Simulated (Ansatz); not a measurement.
**Work function of Zr(0001): what the settings cost and change**

Aim: the numerical settings behind the work function of Zr(0001), with the cost of each.

Main program and level: Ansatz 0.2.0; plane-wave DFT, PBE, Ansatz PAW.

## 1. Starting point

The cell holds 7 atoms: 7 Zr. Its edges and angles: a = 3.230 Å, b = 3.230 Å, c = 33.436 Å, α = 90.0°, β = 90.0°, γ = 60.0°. Vacuum lies along c.

## 2. Run, setting cutoff 200 eV

A work function rests on the faint tail of the density, so the SCF threshold is tight. The cutoff is raised first; then mesh and smearing are varied at the default cutoff.

The input, input.yaml:

```yaml
crystal:
  lattice:
    - [3.23, 0.0, 0.0]
    - [1.615, 2.7972620542, 0.0]
    - [0.0, 0.0, 33.43617]
  atoms:
    - { symbol: Zr, position: [0.0, 0.0, 0.2691695849] }
    - { symbol: Zr, position: [0.6666666667, 0.6666666667, 0.3461130566] }
    - { symbol: Zr, position: [0.0, 0.0, 0.4230565283] }
    - { symbol: Zr, position: [0.6666666667, 0.6666666667, 0.5] }
    - { symbol: Zr, position: [0.0, 0.0, 0.5769434717] }
    - { symbol: Zr, position: [0.6666666667, 0.6666666667, 0.6538869434] }
    - { symbol: Zr, position: [0.0, 0.0, 0.7308304151] }
kpoints:
  mp_grid: { grid: [15, 15, 1] }
hamiltonian:
  xc: pbe
scf:
  occupations: { method: fermi_dirac, width: 0.1 }
  convergence: { dr2_threshold: 1.0e-09 }
efield:
  axis: 3
  dipole_correction: true
  ramp_position: 0.97
  ramp_width: 0.06
basis:
  ecutwfc: "200 eV"
output:
  write_potential: true
  write_density: true
  volumetric_format: npy
  elf: true
```

Started as:

```
> ansatz run input.yaml --threads 2 --pin off --max-ram 3072MiB --backend cpu --events-out ev --progress --plain --runs-dir out
```

Numbers of over 12 decimals in the logs are rounded to 6 here.

The log of the run:

```text
Warning: basis.ecutwfc = 200 eV is below the records' recommended 420 eV, and the density's cutoff is lower with it unless basis.ecutrho_ratio is high enough to keep the records' density cutoff: compare with a run at a higher cutoff
Warning: basis.ecutrho_ratio 4 (ecutrho = 800 eV, dense FFT grid 15×15×160): the grid does not resolve the core-correction charge of Zr (measure 0.08 e/Å^2.5); warned from 0.08. The energy and each atom's force then go with where the atoms sit on the grid: [figures from the program's tests cut] If this deck is also warned that a cutoff or its ratio is below what is recommended, mend that before anything below. First try basis.xc_grid, which is 1 on this run (the dense grid itself), where it is not refused (2, then 3). Above 1 the core-correction charge is laid on the exchange–correlation grid, and this warning is never given, whether or not the level is enough: [rest of the remark cut]
Engine: ansatz 0.2.0, aarch64-unknown-linux-gnu
Pseudopotentials: kind: paw
Pseudopotential: Zr, paw, valence charge 12, recommended cutoff 420 eV (normal), Zr.paw.azcp
Functional definition: PBE
  parameter kappa = 0.804
  parameter beta = 0.066725
  exchange = pbe_x(kappa = kappa, mu = beta*pi^2/3)
  correlation = pbe_c(beta = beta)
Crystal: 7 atoms, lattice volume = 302.101 Å³
Basis set: ecut = 200 eV, 1985 PW (Γ)
Bands: 51, of which v1, the nominal top of the filled ones, is band 42 counted from 1 (41 counted from 0)
Symmetry: 6 space group operations
k-points: 27 of 225 (time reversal used)
Non-local potential: Zr, projectors of the file, l = 0: 3, l = 1: 2, l = 2: 2, l = 3: 2
PAW form: soft (Blöchl's): semilocal exchange-correlation on the pseudo side does not see the compensation charge
PAW one-centre angular grid: Zr, 590 points (default); XC on 64 Gauss nodes
Initial density: superposition of atomic densities (neutral atoms: chi_scale 0, normalization atom), corrected by the library's trained network
Initial wavefunctions: pseudopotential atomic-orbital guess
Functional: x = pbe(κ = 0.804, μ = 0.219515), c = pbe(β = 0.066725)
SCF iter   1: F=—  HF=-29276.895521 eV  |F-HF|=—  |Δ(HF+E_count)|=         —  Δρ=2.25e-2  dr2=2.98e0  ethr=1.77e-3  p=-0.000 e·Å  D=-9.78e-14 V/Å  ΔV_dip=0.00 eV  dr2_dipole=9.83e-6  V_vac-E_F(+/−)=4.05/4.05 eV  ⟨swp⟩=7.7  Hψ=5846  notcnv=0
efield: sawtooth ramp at fractional position 0.9700 (set: `efield.ramp_position`, or a place that a band, a saddle search or an elastic batch's reference lends), width 0.0600; the density the first Hamiltonian is built on has a dipole p = -0.000 e·Å; the dipole correction subtracts the counter field D = -9.78e-14 V/Å, which shifts the + side's vacuum level by +0.00 eV against the − side's; the planar-averaged density in the ramp window peaks in size at 4.8e-5 e/Å³
preconditioner: auto → LDOS  [metal: Δε(μ)=0.001 eV  Ē_g=2.427 eV  σ=0.100 eV  W_gap=0.00  n_scr=22 (ndim 8)  ℏωp=11.3 eV  f_vac=0.410  D(μ)=10.05/eV (n_scr^D=92)  β→1.0]
SCF iter   2: F=—  HF=-29276.736268 eV  |F-HF|=—  |Δ(HF+E_count)|=   1.59e-1  Δρ=5.65e-3  dr2=1.01e-1  ethr=1.77e-3  p=-0.000 e·Å  D=-1.53e-5 V/Å  ΔV_dip=0.00 eV  dr2_dipole=1.07e-5  V_vac-E_F(+/−)=4.17/4.17 eV  ⟨swp⟩=2.8  Hψ=2963  notcnv=0
SCF iter   3: F=—  HF=-29276.707090 eV  |F-HF|=—  |Δ(HF+E_count)|=   2.92e-2  Δρ=6.19e-4  dr2=2.47e-3  ethr=1.20e-4  p=-0.000 e·Å  D=-1.69e-6 V/Å  ΔV_dip=0.00 eV  dr2_dipole=6.11e-7  V_vac-E_F(+/−)=4.16/4.16 eV  ⟨swp⟩=2.1  Hψ=2692  notcnv=0
SCF iter   4: F=—  HF=-29276.706879 eV  |F-HF|=—  |Δ(HF+E_count)|=   2.11e-4  Δρ=1.42e-4  dr2=1.72e-4  ethr=2.94e-6  p=-0.000 e·Å  D=-1.13e-6 V/Å  ΔV_dip=0.00 eV  dr2_dipole=2.06e-8  V_vac-E_F(+/−)=4.19/4.19 eV  ⟨swp⟩=3.4  Hψ=3231  notcnv=0
SCF iter   5: F=—  HF=-29276.706915 eV  |F-HF|=—  |Δ(HF+E_count)|=   3.62e-5  Δρ=8.06e-5  dr2=8.62e-5  ethr=2.05e-7  p=0.000 e·Å  D=2.64e-7 V/Å  ΔV_dip=-0.00 eV  dr2_dipole=1.26e-10  V_vac-E_F(+/−)=4.20/4.20 eV  ⟨swp⟩=2.1  Hψ=2138  notcnv=0
SCF iter   6: F=—  HF=-29276.706911 eV  |F-HF|=—  |Δ(HF+E_count)|=   4.29e-6  Δρ=2.29e-5  dr2=8.95e-6  ethr=1.03e-7  p=0.000 e·Å  D=6.75e-8 V/Å  ΔV_dip=-0.00 eV  dr2_dipole=1.06e-10  V_vac-E_F(+/−)=4.21/4.21 eV  ⟨swp⟩=2.1  Hψ=1972  notcnv=0
SCF iter   7: F=—  HF=-29276.706912 eV  |F-HF|=—  |Δ(HF+E_count)|=   7.93e-7  Δρ=1.00e-5  dr2=6.89e-7  ethr=1.07e-8  p=0.000 e·Å  D=7.02e-8 V/Å  ΔV_dip=-0.00 eV  dr2_dipole=8.72e-11  V_vac-E_F(+/−)=4.21/4.22 eV  ⟨swp⟩=2.5  Hψ=2315  notcnv=0
SCF iter   8: F=—  HF=-29276.706912 eV  |F-HF|=—  |Δ(HF+E_count)|=   1.42e-7  Δρ=2.90e-6  dr2=1.05e-7  ethr=8.20e-10  p=-0.000 e·Å  D=-1.35e-8 V/Å  ΔV_dip=0.00 eV  dr2_dipole=5.58e-12  V_vac-E_F(+/−)=4.22/4.22 eV  ⟨swp⟩=2.2  Hψ=2483  notcnv=0
SCF iter   9: F=—  HF=-29276.706912 eV  |F-HF|=—  |Δ(HF+E_count)|=   1.43e-8  Δρ=9.69e-7  dr2=6.02e-9  ethr=1.25e-10  p=-0.000 e·Å  D=-5.53e-9 V/Å  ΔV_dip=0.00 eV  dr2_dipole=2.36e-13  V_vac-E_F(+/−)=4.22/4.22 eV  ⟨swp⟩=2.6  Hψ=2608  notcnv=0
SCF iter  10: F=-29276.706912 eV  HF=-29276.706912 eV  |F-HF|=1.09e-11  |Δ(HF+E_count)|=   1.20e-9  Δρ=2.56e-7  dr2=3.56e-10  ethr=1.19e-12  p=0.000 e·Å  D=3.82e-9 V/Å  ΔV_dip=-0.00 eV  dr2_dipole=1.01e-13  V_vac-E_F(+/−)=4.22/4.22 eV  ⟨swp⟩=4.5  Hψ=3378  notcnv=0
WARN: efield: at this solve's end the planar-averaged density reaches 2.27e-5 e/Å³ inside the ramp window [0.9401, 0.0599] (bound 1e-5 e/Å³); by the running means of the window's planes the mean density over a ramp is at most 1.09e-5 e/Å³, which is held to the bound (the quickstart, § The vacuum guard, A window that rings); the window's nearer edge stands 7.00 Å from this solve's nearest atom along the axis. Its work [...]
SCF 1 converged in 10 iterations: F = -29276.706912 eV  dr2 = 3.56e-10
  greatest PAW one-centre occupation: 1.022 electrons in one spin orbital (limit 2), on the Zr atom at site 1 (counted from 0), in its partial waves of l = 1
WARN: The output density's exchange-correlation potential varies sharply where the density is thin. Do not read a vacuum level from v_tot or v_xc, or from such a field of the output density. On a cell that repeats whose density bears no net charge and no dipole along the vacuum's axis use v_es (v_loc + v_h of the components); under efield.dipole_correction with no amplitude use v_es + v_field, which holds any externa [...]
SCF converged after 10 iterations
Free energy (F): -29276.706912 eV
Harris-Foulkes:  -29276.706912 eV  (|F-HF|=1.09e-11)
Internal energy: -29276.377273 eV  (E = F + TS)
E sigma→0 (E₀):  -29276.542093 eV
Entropy (-TS):   -0.329638 eV (-47.091 meV/atom)
Fermi energy:    5.734389 eV
Dipole field:    D = -0.000000 V/Å  (p = -0.000001 e·Å, saw-weighted, corrected)
Work function:   Φ+ = 4.2167 eV   Φ− = 4.2173 eV
Levels:          The Fermi level and band energies are counted from a zero that moves with the ramp; work functions are not
Vacuum region:   at the solve's end the planar-averaged density reaches 2.27e-5 e/Å³ inside the ramp window [0.9401, 0.0599] (bound 1e-5 e/Å³); by the running means of the window's planes the mean density over a ramp is at most 1.09e-5 e/Å³, which is held to the bound (the quickstart, § The vacuum guard, A window that rings)
--- Per-component energies (eV) ---
  E_band       = -1385.804243
  E_kinetic    = 2304.329704
  E_local      = -89468.080352  (includes V_loc(G=0)·N_el)
  E_nonlocal   = 559.252663
  E_hartree    = 43549.738030
  E_xc         = -1121.538475
  E_vxc        = -1324.125955  (∫ρ·V_xc dr)
  E_paw        = -20672.382046  (= ΣΔE_a)
  E_vpaw       = -556.659005  (= ΣTr[D̂ρ^β])
  E_aug_tail   = -0.000348  (compensation charges beyond the density's cutoff)
  E_efield     = 0.000000  (sawtooth field / dipole correction)
  E_vefield    = 0.000000  (∫n·V_field dr)
  E_ewald      = 35572.303550
  E_smearing   = -0.329638  (= −TS)
  E_closure    = 0.000000  (closes the sum)
  Σ components = -29276.706912   (vs F -29276.706912, Δ=0.00e0)
--- Band table (eV; the first three rows and the last of 27) ---
  k-point 0: bands = [... 38 lower, 6.0304, 6.3891, 6.4338, 6.4338, 6.4587, 6.4587, 6.5113, 6.5716, ... 5 higher]
  k-point 1: bands = [... 38 lower, 5.9464, 6.2432, 6.2630, 6.2714, 6.3925, 6.4077, 6.5266, 6.5343, ... 5 higher]
  k-point 2: bands = [... 38 lower, 5.7828, 5.8303, 5.9229, 5.9669, 6.1184, 6.1231, 6.3211, 6.5423, ... 5 higher]
  k-point 26: bands = [... 38 lower, 4.6519, 4.9768, 4.9796, 5.7262, 5.7749, 5.8037, 5.8658, 5.8716, ... 5 higher]
```

Run time: 28 s. Hardware: 2 threads of Arm Neoverse N1, shared host; peak memory 0.42 GiB.

In the SCF lines HF is the Harris–Foulkes energy and dr2 the Hartree energy of the density residual, in eV; the loop may stop once dr2 is under the threshold and the program's other checks hold. Hψ counts applications of the Hamiltonian.

This step gave:

| Item | Value |
| --- | --- |
| energy at zero smearing | -29276.5421 eV |
| work function, upper face | 4.217 eV |

Running mean over 2.573 Å of the planar mean; the ramp of the sawtooth is left out. Electron's electrostatic potential energy less the Fermi level against z:

```
z (Å)  electron's electrostatic potential energy less the Fermi level (eV)
  3.5                                                                 4.21
  4.0                                                                 4.20
  4.5                                                                 4.19
  5.0                                                                 4.17
  5.5                                                                 4.10
  6.0                                                                 3.92
  6.5                                                                 3.43
  7.0                                                                 2.09
  7.5                                                                -1.03
  8.0                                                                -5.16
  8.5                                                                -7.78
  9.0                                                                -8.51
  9.5                                                                -8.49
 10.0                                                                -8.38
 10.5                                                                -8.35
 11.0                                                                -8.36
 11.5                                                                -8.39
 12.0                                                                -8.43
 12.5                                                                -8.45
 13.0                                                                -8.45
 13.5                                                                -8.44
 14.0                                                                -8.44
 14.5                                                                -8.46
 15.0                                                                -8.47
 15.5                                                                -8.48
 16.0                                                                -8.48
 16.5                                                                -8.48
 17.0                                                                -8.48
 17.5                                                                -8.48
 18.0                                                                -8.48
 18.5                                                                -8.47
 19.0                                                                -8.45
 19.5                                                                -8.44
 20.0                                                                -8.44
 20.5                                                                -8.45
 21.0                                                                -8.45
 21.5                                                                -8.42
 22.0                                                                -8.38
 22.5                                                                -8.35
 23.0                                                                -8.35
 23.5                                                                -8.39
 24.0                                                                -8.50
 24.5                                                                -8.47
 25.0                                                                -7.57
 25.5                                                                -4.69
 26.0                                                               -0.542
 26.5                                                                 2.36
 27.0                                                                 3.52
 27.5                                                                 3.95
 28.0                                                                 4.12
 28.5                                                                 4.17
 29.0                                                                 4.19
 29.5                                                                 4.20
 30.0                                                                 4.21
```

Valence density in the ca plane at fractional y = 0.000, with atoms of Zr within 0.2 Å of it. It is the smooth field of the valence electrons, not physical close to the nuclei.

Ten even steps from '0' (0.0 e/Å³) to '9' (3.8 e/Å³), each cell a mean:
```
59993100000000389951000000002799710000000000
14541000000000135410000000000355200000000000
00100000010000001000000110000011000000000000
00000000111000000000001110000000000000000000
00000000111000000000001110000000000000000000
12220000000000012210000000000122100000000000
37872000000000268731000000001588510000000000
69994100000001499961000000002899820000000000
```
Columns run along c (16.0 Å, from fractional 0.40 to 0.88 of the cell), rows up along a (3.2 Å). Atoms in or near the plane, at fractional coordinates: Zr at (0.42, 0.00), Zr at (0.58, 0.00), Zr at (0.73, 0.00).

ELF in the ca plane at fractional y = 0.000, with atoms of Zr within 0.2 Å of it. It is the smooth field of the valence electrons, not physical close to the nuclei.

Values, 5 rows by 16 columns, each cell a mean:
```
0.65 0.57 0.38 0.45 0.37 0.59 0.63 0.34 0.44 0.47 0.50 0.68 0.20 0.06 0.01 0.00
0.26 0.24 0.22 0.22 0.23 0.24 0.26 0.24 0.21 0.23 0.25 0.29 0.21 0.15 0.01 0.00
0.26 0.29 0.23 0.37 0.23 0.28 0.27 0.26 0.36 0.21 0.32 0.23 0.37 0.19 0.01 0.00
0.41 0.33 0.25 0.21 0.25 0.35 0.39 0.25 0.21 0.28 0.30 0.48 0.15 0.11 0.01 0.00
0.59 0.59 0.44 0.57 0.42 0.59 0.59 0.39 0.56 0.54 0.54 0.57 0.24 0.05 0.01 0.00
```
Columns run along c (16.0 Å, from fractional 0.40 to 0.88 of the cell), rows up along a (3.2 Å). Atoms in or near the plane, at fractional coordinates: Zr at (0.42, 0.00), Zr at (0.58, 0.00), Zr at (0.73, 0.00).

Electrostatic potential energy in the ca plane at fractional y = 0.000, with atoms of Zr within 0.2 Å of it. With pseudopotentials it is smooth inside the atoms' cores, unlike the true potential.

Ten even steps from '0' (-67 eV) to '9' (10 eV), each cell a mean:
```
40015899999998610047999999986200278999999999
75457899999999754478999999998644689999999999
88889998888899988889998888999888899999999999
99999998777899999999987778999999999999999999
99899998877899998899998778999988999999999999
87678999888999876689998889998766789999999999
52136899999998631258999999997411479999999999
30004899999998500037999999986100168999999999
```
Columns run along c (16.0 Å, from fractional 0.40 to 0.88 of the cell; values clipped at the 3rd and 97th percentile), rows up along a (3.2 Å). Atoms in or near the plane, at fractional coordinates: Zr at (0.42, 0.00), Zr at (0.58, 0.00), Zr at (0.73, 0.00).

The work function is 4.217 eV.

## 3. Run

Edit input.yaml of step 2 so:

```diff
@@ -26,3 +26,3 @@
 basis:
-  ecutwfc: "200 eV"
+  ecutwfc: "300 eV"
 output:
@@ -31,2 +31 @@
   volumetric_format: npy
-  elf: true
```

The log of the run:

```text
[...]
Crystal: 7 atoms, lattice volume = 302.101 Å³
Basis set: ecut = 300 eV, 3593 PW (Γ)
Bands: 51, of which v1, the nominal top of the filled ones, is band 42 counted from 1 (41 counted from 0)
Symmetry: 6 space group operations
k-points: 27 of 225 (time reversal used)
[...]
k-point 0: bands = [... 38 lower, 6.0027, 6.3967, 6.4116, 6.4483, 6.4483, 6.4743, 6.4743, 6.5861, ... 5 higher]
  k-point 1: bands = [... 38 lower, 5.9548, 6.1818, 6.2649, 6.2775, 6.3885, 6.4062, 6.5151, 6.5404, ... 5 higher]
  k-point 2: bands = [... 38 lower, 5.7364, 5.8238, 5.9049, 5.9657, 6.0568, 6.1203, 6.3166, 6.5384, ... 5 higher]
  k-point 26: bands = [... 38 lower, 4.6185, 4.9558, 4.9560, 5.7066, 5.7468, 5.7755, 5.8459, 5.8462, ... 5 higher]
[key lines of the parts left out:]
SCF converged after 10 iterations
Free energy (F): -29285.002375 eV
Fermi energy:    5.707270 eV
Dipole field:    D = 0.000000 V/Å  (p = 0.000000 e·Å, saw-weighted, corrected)
Work function:   Φ+ = 4.1921 eV   Φ− = 4.1921 eV
```

The job ended after 38 s (2 threads; peak memory 0.54 GiB).

The work function is 4.192 eV, -0.025 eV from the run “cutoff 200 eV”, at 1.4 times its CPU time.

## 4. Run

Edit input.yaml of step 3 so:

```diff
@@ -26,3 +26,3 @@
 basis:
-  ecutwfc: "300 eV"
+  ecutwfc: "420 eV"
 output:
```

The log of the run:

```text
[...]
Crystal: 7 atoms, lattice volume = 302.101 Å³
Basis set: ecut = 420 eV, 6027 PW (Γ)
Bands: 51, of which v1, the nominal top of the filled ones, is band 42 counted from 1 (41 counted from 0)
Symmetry: 6 space group operations
k-points: 27 of 225 (time reversal used)
[...]
k-point 0: bands = [... 38 lower, 6.0020, 6.3969, 6.4064, 6.4493, 6.4493, 6.4753, 6.4753, 6.5867, ... 5 higher]
  k-point 1: bands = [... 38 lower, 5.9543, 6.1785, 6.2653, 6.2777, 6.3884, 6.4060, 6.5128, 6.5413, ... 5 higher]
  k-point 2: bands = [... 38 lower, 5.7342, 5.8236, 5.9038, 5.9654, 6.0543, 6.1197, 6.3161, 6.5382, ... 5 higher]
  k-point 26: bands = [... 38 lower, 4.6163, 4.9546, 4.9549, 5.7034, 5.7437, 5.7727, 5.8439, 5.8444, ... 5 higher]
[key lines of the parts left out:]
SCF converged after 10 iterations
Free energy (F): -29285.113646 eV
Fermi energy:    5.705584 eV
Dipole field:    D = 0.000000 V/Å  (p = 0.000000 e·Å, saw-weighted, corrected)
Work function:   Φ+ = 4.1924 eV   Φ− = 4.1924 eV
```

The job ended after 62 s (2 threads; peak memory 0.74 GiB).

The work function is 4.192 eV, -0.024 eV from the run “cutoff 200 eV”, at 2.2 times its CPU time.

## 5. Slab

Edit input.yaml of step 4 so:

```diff
@@ -26,3 +26,3 @@
 basis:
-  ecutwfc: "420 eV"
+  ecutwfc: "600 eV"
 output:
```

The log of the run:

```text
[...]
Crystal: 7 atoms, lattice volume = 302.101 Å³
Basis set: ecut = 600 eV, 10153 PW (Γ)
Bands: 51, of which v1, the nominal top of the filled ones, is band 42 counted from 1 (41 counted from 0)
Symmetry: 6 space group operations
k-points: 27 of 225 (time reversal used)
[...]
k-point 0: bands = [... 38 lower, 6.0019, 6.3969, 6.4063, 6.4493, 6.4493, 6.4754, 6.4754, 6.5867, ... 5 higher]
  k-point 1: bands = [... 38 lower, 5.9542, 6.1785, 6.2653, 6.2777, 6.3884, 6.4060, 6.5127, 6.5413, ... 5 higher]
  k-point 2: bands = [... 38 lower, 5.7342, 5.8236, 5.9038, 5.9654, 6.0543, 6.1197, 6.3161, 6.5382, ... 5 higher]
  k-point 26: bands = [... 38 lower, 4.6164, 4.9546, 4.9549, 5.7034, 5.7436, 5.7726, 5.8439, 5.8444, ... 5 higher]
[key lines of the parts left out:]
SCF converged after 10 iterations
Free energy (F): -29285.116313 eV
Fermi energy:    5.705555 eV
Dipole field:    D = 0.000001 V/Å  (p = 0.000001 e·Å, saw-weighted, corrected)
Work function:   Φ+ = 4.1923 eV   Φ− = 4.1923 eV
```

Elapsed: 1.8 min, on 2 threads; peak memory 1.1 GiB; 3.2 min of CPU time.

The work function is 4.192 eV, -0.000 eV from the run “cutoff 420 eV”, at 1.7 times its CPU time.

(Continued in part 2 of 2.)

[Logs are printed without paths, hosts, clocks, repeated set-up lines and the standing remarks that a program may print on its own settings, such as how far it seeks lower states.]

[Hosts, paths, dates, database ids (printed as entryN), source tags and the programs' standing remarks are cut or masked in the printed files.]

[Maps of the electrostatic potential energy from Ansatz leave out the sawtooth potential of an applied field or a dipole correction, so their vacuum need not be flat; planar profiles and work functions include it.]
